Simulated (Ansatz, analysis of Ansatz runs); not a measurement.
# Does the charge change how O moves in Li5AuO4 (C2/m)?

One jump of O in Li5AuO4 (C2/m) at several charges. The case: V_O hop (2.9 Å).

Method: migration barriers of one hop by charge state from climbing-image bands, PBEsol; no image-charge correction, which largely cancels along a path, in analysis of Ansatz runs 0.2.0.

### 1. The structure

The cell holds 79 atoms: 40 Li, 8 Au and 31 O. Cell: a = 9.403 Å, b = 9.404 Å, c = 9.396 Å, α = 90.0°, β = 102.9°, γ = 90.0°. It derives from Li5AuO4 (space group C2/m). Nearest the centre at fractional (0.500, 0.648, 0.750): Li60 at 1.36 Å, Au70 at 1.39 Å, O78 at 1.45 Å, Li28 at 2.41 Å, Li67 at 2.42 Å, Li64 at 2.44 Å, Li44 at 2.44 Å, O36 at 2.68 Å.

Coordinates:

```xyz
79
Lattice="9.4027 0.0000 -0.0255 0.0000 9.4041 0.0000 -2.0756 0.0000 9.1636" Properties=species:S:1:pos:R:3 pbc="T T T"
Li   -0.5189    7.4521    2.2909
Li    1.8318    2.7501    2.2845
Li    0.0000    2.6571    0.0000
Li    2.3507    7.3591   -0.0064
Li    0.0000    6.7470    0.0000
Li    2.3507    2.0449   -0.0064
Li   -0.5189    1.9519    2.2909
Li    1.8318    6.6540    2.2845
Li    0.0000    0.0000    0.0000
Li    2.3507    4.7020   -0.0064
Au   -0.5189    4.7020    2.2909
Au    1.8318    0.0000    2.2845
O     0.9429    8.0179    1.1430
O     3.2936    3.3159    1.1366
O     0.3699    3.3159    3.4324
O     2.7206    8.0179    3.4260
O     0.9429    1.3861    1.1430
O     3.2936    6.0882    1.1366
O     0.3699    6.0882    3.4324
O     2.7206    1.3861    3.4260
Li   -1.5567    7.4521    6.8727
Li    0.7940    2.7501    6.8663
Li   -1.0378    2.6571    4.5818
Li    1.3129    7.3591    4.5754
Li   -1.0378    6.7470    4.5818
Li    1.3129    2.0449    4.5754
Li   -1.5567    1.9519    6.8727
Li    0.7940    6.6540    6.8663
Li   -1.0378    0.0000    4.5818
Li    1.3129    4.7020    4.5754
Au   -1.5567    4.7020    6.8727
Au    0.7940    0.0000    6.8663
O    -0.0949    8.0179    5.7248
O     2.2558    3.3159    5.7184
O    -0.6679    3.3159    8.0142
O     1.6828    8.0179    8.0078
O    -0.0949    1.3861    5.7248
O    -0.6679    6.0882    8.0142
O     1.6828    1.3861    8.0078
Li    4.1824    7.4521    2.2782
Li    6.5331    2.7501    2.2718
Li    4.7013    2.6571   -0.0127
Li    7.0520    7.3591   -0.0191
Li    4.7013    6.7470   -0.0127
Li    7.0520    2.0449   -0.0191
Li    4.1824    1.9519    2.2782
Li    6.5331    6.6540    2.2718
Li    4.7013    0.0000   -0.0127
Li    7.0520    4.7020   -0.0191
Au    4.1824    4.7020    2.2782
Au    6.5331    0.0000    2.2718
O     5.6443    8.0179    1.1303
O     7.9950    3.3159    1.1239
O     5.0713    3.3159    3.4197
O     7.4219    8.0179    3.4133
O     5.6443    1.3861    1.1303
O     7.9950    6.0882    1.1239
O     5.0713    6.0882    3.4197
O     7.4219    1.3861    3.4133
Li    3.1446    7.4521    6.8599
Li    5.4953    2.7501    6.8536
Li    3.6635    2.6571    4.5691
Li    6.0142    7.3591    4.5627
Li    3.6635    6.7470    4.5691
Li    6.0142    2.0449    4.5627
Li    3.1446    1.9519    6.8599
Li    5.4953    6.6540    6.8536
Li    3.6635    0.0000    4.5691
Li    6.0142    4.7020    4.5627
Au    3.1446    4.7020    6.8599
Au    5.4953    0.0000    6.8536
O     4.6065    8.0179    5.7121
O     6.9572    3.3159    5.7057
O     4.0334    3.3159    8.0015
O     6.3841    8.0179    7.9951
O     4.6065    1.3861    5.7121
O     6.9572    6.0882    5.7057
O     4.0334    6.0882    8.0015
O     6.3841    1.3861    7.9951
```

The cell's shortest repeat is 9.4 Å.

### 2. The bands

Climbing-image bands with Ansatz at one point at (¼, ¼, ¼), on 4 threads of Arm Neoverse V1, shared host:

| charge | moment (μB) | images | iterations | energies along the band (eV) | time |
| --- | --- | --- | --- | --- | --- |
| +2 | 0 | 5 | 7 | 0.00, 0.29, 0.87, 1.28, 0.88, 0.30, 0.02 | 15 min |
| 0 | 0 | 5 | 8 | 0.00, 0.35, 1.19, 2.30, 1.17, 0.34, 0.01 | 14 min |

### 3. Barriers and rates

Arrhenius rates with an assumed prefactor of 1e13 per second. Table of hop rate by temperature:

| temperature (K) | charge +2 (1/s) | charge +0 (1/s) |
| --- | --- | --- |
| 200 | 7.3e-20 | 1.0e-45 |
| 300 | 3.8e-9 | 2.2e-26 |
| 400 | 8.5e-4 | 1.0e-16 |
| 600 | 194 | 4.7e-7 |
| 800 | 92328 | 0.0317 |
| 1000 | 3.7e6 | 25.2 |

### 4. What came out

* barrier at charge plus 2: 1.28 eV
* barrier at charge 0: 2.30 eV

**Reading.** The barrier is lowest at charge +2 (1.28 eV) and highest at 0 (2.30 eV). No image-charge correction is applied. The order of the top as a saddle was not checked for all atoms, so a bent path could be lower. What this leaves open: one k-point off the zone centre stands for the whole zone; spin–orbit coupling, which can matter with heavy atoms, is left out.

[Logs are printed without paths, hosts, clocks, repeated set-up lines and the standing remarks that a program may print on its own settings, such as how far it seeks lower states.]

[Hosts, paths, dates, database ids (printed as entryN), source tags and the programs' standing remarks are cut or masked in the printed files.]
